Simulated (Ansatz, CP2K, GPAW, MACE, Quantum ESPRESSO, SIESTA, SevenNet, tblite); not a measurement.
# Random rock-salt alloy of CaS and PbS (64 atoms) in other programs, against a plane-wave reference

Wanted: errors and costs of other methods on random rock-salt alloy of CaS and PbS (64 atoms). A plane-wave run serves as the reference.

Calculated with Ansatz 0.2.0; Kohn-Sham DFT, PBE, PAW, plane waves.

**1. Starting point**

The cell holds 64 atoms: 12 Pb, 32 S and 20 Ca. Its edges and angles: a = 11.565 Å, b = 11.565 Å, c = 11.565 Å, α = 90.0°, β = 90.0°, γ = 90.0°. It derives from CaS (rock-salt), repeated 2×2×2. Rock-salt CaS, 2 x 2 x 2 conventional cells, 12 of 32 Ca sites given to Pb at random (x = 0.375), lattice by Vegard's rule (a = 5.782 Å); not relaxed, displaced by a Gaussian of 0.02 Å. Then every atom was moved at random, 0.05 Å r.m.s. a Cartesian component.

**2. The reference run**

The PAW files are the set soft_2.

input.yaml

```yaml
crystal:
  lattice:
    - [11.5646, 0.0, 0.0]
    - [0.0, 11.5646, 0.0]
    - [0.0, 0.0, 11.5646]
  atoms:
    - { symbol: Pb, position: [0.99598, 0.9991, 0.99366] }
    - { symbol: S, position: [0.25642, 0.9988, 0.99511] }
    - { symbol: Pb, position: [0.99717, 0.25211, 0.25556] }
    - { symbol: S, position: [0.2499, 0.25005, 0.2515] }
    [... 54 atom lines left out ...]
    - { symbol: Ca, position: [0.50599, 0.75165, 0.74688] }
    - { symbol: S, position: [0.73994, 0.7427, 0.74638] }
    - { symbol: Pb, position: [0.74433, 0.49489, 0.74747] }
    - { symbol: S, position: [0.49614, 0.4971, 0.74915] }
    - { symbol: Pb, position: [0.75428, 0.7595, 0.5121] }
    - { symbol: S, position: [0.50219, 0.74551, 0.5094] }
kpoints:
  mp_grid: { grid: [1, 1, 1] }
hamiltonian:
  xc: pbe
scf:
  occupations: { method: fermi_dirac, width: 0.05 }
output:
  forces: true
  eigenvalues: true
  populations: true
  stress: true
```

The run is started by

```
ansatz run input.yaml --threads 8 --pin off --max-ram 15872MiB --backend cpu --events-out ev --progress --plain --runs-dir out
```

Numbers of over 12 decimals in the logs are rounded to 6 here.

The log of the run:

```text
[...]
Pseudopotentials: kind: paw
Pseudopotential: Pb, paw, valence charge 14, recommended cutoff 420 eV (normal), Pb.paw.azcp
Pseudopotential: S, paw, valence charge 6, recommended cutoff 420 eV (normal), S.paw.azcp
Pseudopotential: Ca, paw, valence charge 10, recommended cutoff 420 eV (normal), Ca.paw.azcp
[...]
Crystal: 64 atoms, lattice volume = 1546.649 Å³
Basis set: ecut = 420 eV, 30215 PW (Γ), exchange–correlation on 160×160×160 points (8 copies of the dense FFT grid, shifted against one another)
Bands: 344, of which v1, the nominal top of the filled ones, is band 280 counted from 1 (279 counted from 0)
Symmetry: 1 space group operations
Space group: P1 (ITA 1), of the structure as read, at distance tolerance 1.2e-4 Å
k-points: 1
[...]
Initial density: superposition of atomic densities (neutral atoms: chi_scale 0, normalization atom), corrected by the library's trained network
Initial wavefunctions: pseudopotential atomic-orbital guess
[...]
SCF iter   1: F=—  HF=-208174.983583 eV  |F-HF|=—  |Δ(HF+E_count)|=         —  Δρ=4.03e-3  dr2=3.26e-1  ethr=1.77e-3  ⟨swp⟩=11.0  Hψ=1837  notcnv=0  defer=23
preconditioner: auto → Resta (q_TF=auto, 2.303 Å⁻¹)  ε∞=3.5  [insulator: Δε(μ)=1.882 eV  Ē_g=11.890 eV  σ=0.050 eV  W_gap=1.00  n_scr=304 (ndim 8)  ℏωp=18.9 eV  f_vac=0.000  D(μ)=0.00/eV (n_scr^D=0)  ε∞_Penn≈3.5]
[...]
SCF iter   7: F=—  HF=-208174.930422 eV  |F-HF|=—  |Δ(HF+E_count)|=   1.16e-6  Δρ=4.02e-6  dr2=3.08e-7  ethr=7.82e-10  ⟨swp⟩=3.0  Hψ=661  notcnv=0  defer=35
SCF iter   8: F=-208174.930422 eV  HF=-208174.930422 eV  |F-HF|=1.24e-8  |Δ(HF+E_count)|=   2.98e-7  Δρ=1.27e-6  dr2=4.98e-8  ethr=1.79e-11  ⟨swp⟩=16.0  Hψ=2172  notcnv=0
SCF 1 converged in 8 iterations: F = -208174.930422 eV  dr2 = 4.98e-8
[...]
SCF converged after 8 iterations
Free energy (F): -208174.930422 eV
Harris-Foulkes:  -208174.930422 eV  (|F-HF|=1.24e-8)
Internal energy: -208174.930422 eV  (E = F + TS)
E sigma→0 (E₀):  -208174.930422 eV
Entropy (-TS):   -0.000000 eV (-0.000 meV/atom)
Fermi energy:    8.380181 eV
--- Per-component energies (eV) ---
[...]
Σ components = -208174.930422   (vs F -208174.930422, Δ=0.00e0)
--- Forces (eV/Å), atoms counted from 1 ---
  atom   1  Pb     0.43758558     0.00006962     0.52828987
  atom   2  S      0.24299262     0.74559953     0.08378218
  atom   3  Pb     0.03206088    -0.51895704    -0.34240353
  atom   4  S      0.00321131     0.04218652    -0.75224412
[...]
atom  64  S     -0.56802435     0.37515003    -0.36004945
  max |Σ_I F_I| component: 7.32e-5 eV/Å
--- Stress (GPa, compression-positive) ---
        2.228644      -0.036451      -0.026060
       -0.036451       3.358115       0.002822
       -0.026060       0.002822       2.794784
  P = ⅓ Tr σ = 2.7938 GPa (27.938 kbar)
--- Band table (eV) ---
  k-point 0: bands = ["-33.0809", "-33.0553", "-33.0071", "-32.9988", [... 328 levels ...], "11.6999", "11.7383", "11.7462", "11.7568", "11.7817", "11.7862", "11.8065", "11.8290", "11.8320", "11.8476", "11.8765", "11.8938"]
--- Löwdin populations: 64 sites ---
  site symbol       q [e]
     0     Pb     13.5311
     1      S      6.9974
     2     Pb     13.4924
[...]
63      S      7.1503
  spilling = 0.011262 (of n_electrons = 560.000000)
```

Elapsed: 8.4 s, on 8 threads of Arm Neoverse V2, shared host; peak memory 1.8 GiB.

Numbers from this run:

* free energy: -208174.9304 eV
* free energy per atom: -3252.7333 eV/atom
* SCF cycles: 8
* pressure: 2.794 GPa
* r.m.s. force component: 0.4182 eV/Å
* longest force: 1.355 eV/Å
* Fermi energy: 8.38 eV
* gap (highest filled to lowest empty level): 1.828 eV
* spilling of the projection: 0.01126

Length of the force by element:

```csv
element,coordination,atoms,mean length of the force (eV/Å),spread,least,most
Ca,all,20,0.402,0.168,0.147,0.772
Pb,all,12,0.579,0.190,0.227,0.926
S,all,32,0.831,0.317,0.257,1.35
```

Löwdin charges by element (they lack the spilled electrons, 0.099 e an atom on average):

```csv
element,coordination,atoms,mean charge (e),spread,least,most
Ca,all,20,1.57,0.0209,1.53,1.61
Pb,all,12,0.465,0.0286,0.416,0.508
S,all,32,-0.958,0.144,-1.17,-0.693
```

Charge against the make-up of the first shell:

```
Pb neighbours of S  atoms  mean charge (e)
                 1      9            -1.14
                 2     11           -0.981
                 3      7           -0.859
                 4      5           -0.729
```

The levels nearest the highest filled one (over half full), pooled over k-points and spins:

```csv
level less the highest filled one (eV),occupation
-0.579,2
-0.520,2
-0.454,2
-0.0883,2
-0.0267,2
0,2
1.83,0
1.87,0
1.91,0
1.96,0
1.98,0
2.01,0
```

The run ends at a pressure of 2.79 GPa, with forces up to 1.4 eV/Å.

**3. The other programs**

The programs:
- CP2K 2026.2: Gaussian basis with GTH pseudopotentials and a plane-wave density; labels give functional, basis (MOLOPT sets; SR short-range, UZH the newer set with its own potentials), grid cutoff/relative cutoff and solver (OT: orbital transformation; TRS4, TC2, SIGN: linear-scaling purification with its sparsity filter), or its built-in tight binding.
- GPAW 26.7.0: PAW with atomic orbitals (LCAO), plane waves or a real-space grid of spacing h.
- MACE: machine-learned potential, published weights.
- Quantum ESPRESSO 7.5: plane waves; labels (QE) give functional, pseudopotential set and cutoffs of waves/density.
- SIESTA 5.4.2: numerical atomic orbitals, whose automatically made sets are far from complete, with PseudoDojo norm-conserving potentials that we converted to its format (checked against plane waves on the same files for H, C, O, Si, Ge and Ca alone); labels give functional, basis size, energy shift and mesh cutoff.
- SevenNet: machine-learned potential, published weights.
- tblite 0.8.0: extended tight binding, driven from Python.

All use the same cell and atoms; the electronic-structure runs use the same k-mesh, and an electronic temperature of 580 K (0.05 eV) where levels are smeared.

Differences are against the plane-wave reference, forces as r.m.s. over components; share is that over the reference's r.m.s. force, slope the least-squares factor from reference forces to these. Total energies of different programs have different zeros and aren't compared.

```
                                                         run  Δ force, r.m.s. (meV/Å)  share (%)  slope  Δ pressure (GPa)  Δ gap (eV)  cores  CPU time  memory (GiB)
                                                   reference                        -          -      -                 -           -      8      62 s           1.8
       CP2K BLYP, DZVP-MOLOPT-SR, 600/50 Ry, diagonalisation                     34.8       8.32  0.993              2.23       0.126      2   3.4 min           4.1
              CP2K PBE, DZVP-UZH, 600/50 Ry, diagonalisation                     34.0       8.13  1.073             0.911     -0.0229      4   3.7 min           5.7
CP2K PBE, SZV-MOLOPT-SR, 600/50 Ry, diagonalisation (coarse)                      511        122  0.337              1.85       -1.30      1     3 min           3.8
                                 GPAW PBE, LCAO dzp, h 0.2 Å                     39.2       9.37  1.065                 -      0.0189      1   3.7 min           1.6
                    GPAW PBE, LCAO sz(dzp), h 0.2 Å (coarse)                      146       35.0  1.316                 -       0.262      1      77 s           1.3
                                GPAW PBE, plane waves 450 eV                     13.0       3.10  0.980            -0.346     -0.0422      2   4.9 min           1.4
                              GPAW revPBE, LCAO dzp, h 0.2 Å                     45.6       10.9  1.081                 -      0.0671      1   3.7 min           1.6
                                 MACE MP-0b2 small potential                     81.5       19.5  0.907            -0.336           -      1     5.5 s          0.67
                                 MACE MPA-0 medium potential                     73.7       17.6  1.035            -0.136           -      1     6.3 s          0.76
                    QE PBE, sssp-1.3.0-efficiency, 45/360 Ry                     5.53       1.32  1.010           -0.0068      0.0085      4    23 min           3.5
                 SIESTA PBE, DZP, shift 0.01 Ry, mesh 300 Ry                      172       41.0  1.059              3.08      -0.106      1   3.1 min           1.1
        SIESTA PBE, SZP, shift 0.01 Ry, mesh 300 Ry (coarse)                      177       42.3  1.069              3.55     -0.0467      1   2.5 min           1.0
                 SIESTA PBE, TZP, shift 0.01 Ry, mesh 300 Ry                      167       40.0  1.044              2.69      -0.111      2   4.1 min           1.5
                                     SevenNet l3i5 potential                     73.6       17.6  1.016             0.198           -      1     7.4 s          0.93
                                             tblite GFN1-xTB                      273       65.3  0.550             -10.2           -      1     4.3 s          0.13
                                            tblite IPEA1-xTB                      183       43.7  0.772             -9.86           -      1     3.6 s          0.13
```

Rows marked coarse were listed beforehand as settings not expected to be converged; some can still land near the reference.

Times of the machine-learned potentials are mostly Python's start and the loading of weights.

CPU time is summed over cores on a shared host, where runs went side by side, so it is rough. Symmetry, cutoffs, thresholds, outputs and thread counts weren't matched or tuned between programs; memory under MPI is the largest rank's times the ranks.

Runs without a result: CP2K GFN1-xTB, diagonalisation (not converged, the SCF not settling).

Mean charges by element (e), by run and scheme:

```csv
run,scheme,Pb,S,Ca
reference,Löwdin,+0.47,-0.96,+1.57
"CP2K BLYP, DZVP-MOLOPT-SR, 600/50 Ry, diagonalisation",Mulliken,+0.70,-0.65,+0.63
"CP2K PBE, DZVP-UZH, 600/50 Ry, diagonalisation",Mulliken,+0.84,-0.89,+0.92
"SIESTA PBE, DZP, shift 0.01 Ry, mesh 300 Ry",Hirshfeld,+0.30,-0.27,+0.24
"SIESTA PBE, TZP, shift 0.01 Ry, mesh 300 Ry",Hirshfeld,+0.31,-0.27,+0.25
tblite GFN1-xTB,Mulliken,+0.47,-0.20,+0.04
tblite IPEA1-xTB,Mulliken,+0.43,-0.41,+0.41
```

The reference's Löwdin charges lack the electrons that the projection spills, 0.099 e an atom on average.

A second geometry, displaced anew (every atom was moved at random, 0.04 Å r.m.s. a Cartesian component), gives an energy difference that all programs can be tested on. The reference puts it at -12.35 meV/atom.

```csv
run,energy less the first geometry's (meV/atom),error (meV/atom),force share at the second geometry (%)
tblite IPEA1-xTB,-7.809,4.54,54.2
MACE MPA-0 medium potential,-11.88,0.472,20.4
"SIESTA PBE, DZP, shift 0.01 Ry, mesh 300 Ry",-15.47,-3.12,42.5
SevenNet l3i5 potential,-11.92,0.429,20.5
"QE PBE, sssp-1.3.0-efficiency, 45/360 Ry",-12.45,-0.105,1.40
"CP2K PBE, DZVP-UZH, 600/50 Ry, diagonalisation",-13.50,-1.15,7.76
MACE MP-0b2 small potential,-10.73,1.62,22.8
"GPAW PBE, LCAO dzp, h 0.2 Å",-13.30,-0.954,9.53
tblite GFN1-xTB,-6.390,5.96,73.4
"GPAW PBE, plane waves 450 eV",-12.22,0.127,3.72
"SIESTA PBE, SZP, shift 0.01 Ry, mesh 300 Ry",-15.51,-3.16,44.5
"CP2K PBE, SZV-MOLOPT-SR, 600/50 Ry, diagonalisation",-6.575,5.77,161
"CP2K BLYP, DZVP-MOLOPT-SR, 600/50 Ry, diagonalisation",-12.51,-0.158,8.20
"GPAW PBE, LCAO sz(dzp), h 0.2 Å",-16.01,-3.66,36.5
"SIESTA PBE, TZP, shift 0.01 Ry, mesh 300 Ry",-15.22,-2.87,41.5
"GPAW revPBE, LCAO dzp, h 0.2 Å",-13.53,-1.18,10.9
```

**4. Summary of results**

| Item | Value |
| --- | --- |
| reference r.m.s. force component | 0.418 eV/Å |
| nearest in forces | QE PBE, sssp-1.3.0-efficiency, 45/360 Ry, 1.3 % |
| farthest in forces | CP2K PBE, SZV-MOLOPT-SR, 600/50 Ry, diagonalisation (coarse), 122 % |
| cheapest electronic-structure run beside the reference | tblite IPEA1-xTB, 3.6 s of CPU time |

What this shows: PBE on plane waves or a grid with other potentials, cutoffs or grids, coarse settings apart, differs from the reference by 1.3 % (QE PBE, sssp-1.3.0-efficiency, 45/360 Ry) to 3.1 % (GPAW PBE, plane waves 450 eV) of the r.m.s. force; this holds the reference's own error, so differences of a few per cent don't tell which side is nearer the exact PBE result (QE's 45 Ry are 612 eV, against the reference's 420 eV). The PBE runs in local orbitals, coarse settings apart, differ by 8.1 % (CP2K PBE, DZVP-UZH, 600/50 Ry, diagonalisation) to 41 % (SIESTA PBE, DZP, shift 0.01 Ry, mesh 300 Ry); basis, grid and potentials can all enter. Tight binding differs by 44 % (tblite IPEA1-xTB) to 65 % (tblite GFN1-xTB); it is another model, with fitted parameters of its own, and the xTB methods hold dispersion. Machine-learned potentials differ by 18 % (SevenNet l3i5 potential) to 19 % (MACE MP-0b2 small potential); they were trained on other programs' data. Rows with another functional or a dispersion term differ by 8.3 % (CP2K BLYP, DZVP-MOLOPT-SR, 600/50 Ry, diagonalisation) to 11 % (GPAW revPBE, LCAO dzp, h 0.2 Å), which mixes the change of model with differences of basis and potentials. IPEA1-xTB was fitted to ionisation energies and electron affinities, not to forces or charges. Runs with settings chosen to be coarse differ by 35 % (GPAW PBE, LCAO sz(dzp), h 0.2 Å) to 122 % (CP2K PBE, SZV-MOLOPT-SR, 600/50 Ry, diagonalisation), their programs' other errors included. Of the electronic-structure runs that take under half the reference's CPU time, tblite IPEA1-xTB comes nearest, at 44 % in 3.6 s against 62 s; its pressure misses by -9.9 GPa. GPAW PBE, LCAO sz(dzp), h 0.2 Å stiffens the forces by a factor of 1.32 while following their directions (correlation 0.993); the slopes of the 4 GPAW runs lie between 0.98 and 1.32. At the same functional, gaps differ from the reference's 1.83 eV by between -1.30 and +0.26 eV. These are spacings on the run's k-points, which needn't hold the band edges. In pressure, SIESTA PBE, SZP, shift 0.01 Ry, mesh 300 Ry misses by +3.5 GPa, at the same functional. Charges hang on model, scheme and program or settings: among these rows the mean for Ca runs from +0.04 to +1.57 e. The energy difference between the two geometries, -12.3 meV/atom in the reference, is met best by QE PBE, sssp-1.3.0-efficiency, 45/360 Ry (-0.105) and worst by tblite GFN1-xTB (+5.96). In the reference: filled and empty levels are parted by 1.83 eV at Γ alone; the mesh holds the band edges only if they fold onto it, so the gap at this level can be narrower or closed. In the reference: mean Löwdin charges: Ca +1.57, Pb +0.47, S -0.96 e (they miss 1.1 % of the electrons, so they add up to more than the cell's charge). Periodic xTB results under one method name differ between programs and library versions. The potentials hold different valence shells: 560 electrons in the reference, 440 in CP2K with SZV-MOLOPT-SR; this bears on time and differences. Machine-learned potentials mimic data converged in k, so the reference's own k-point error enters their differences. The host structure and its lattice constant were typed by rule, without a check against the phase diagram. The reference's pressure of 2.8 GPa belongs to a cell and atoms that aren't relaxed at this level. The electronic-structure runs sample only Γ, in a cell whose shortest periodic width is 12 Å. Spin–orbit coupling is left out, which matters for the levels of the heavy elements.

[Also dropped from logs without a mark: logging warnings of Python, and SIESTA's first energy breakdown and zero terms.]

[Logs are printed without paths, hosts, clocks, repeated set-up lines and the standing remarks that a program may print on its own settings, such as how far it seeks lower states.]

[Hosts, paths, dates, database ids (printed as entryN), source tags and the programs' standing remarks are cut or masked in the printed files.]
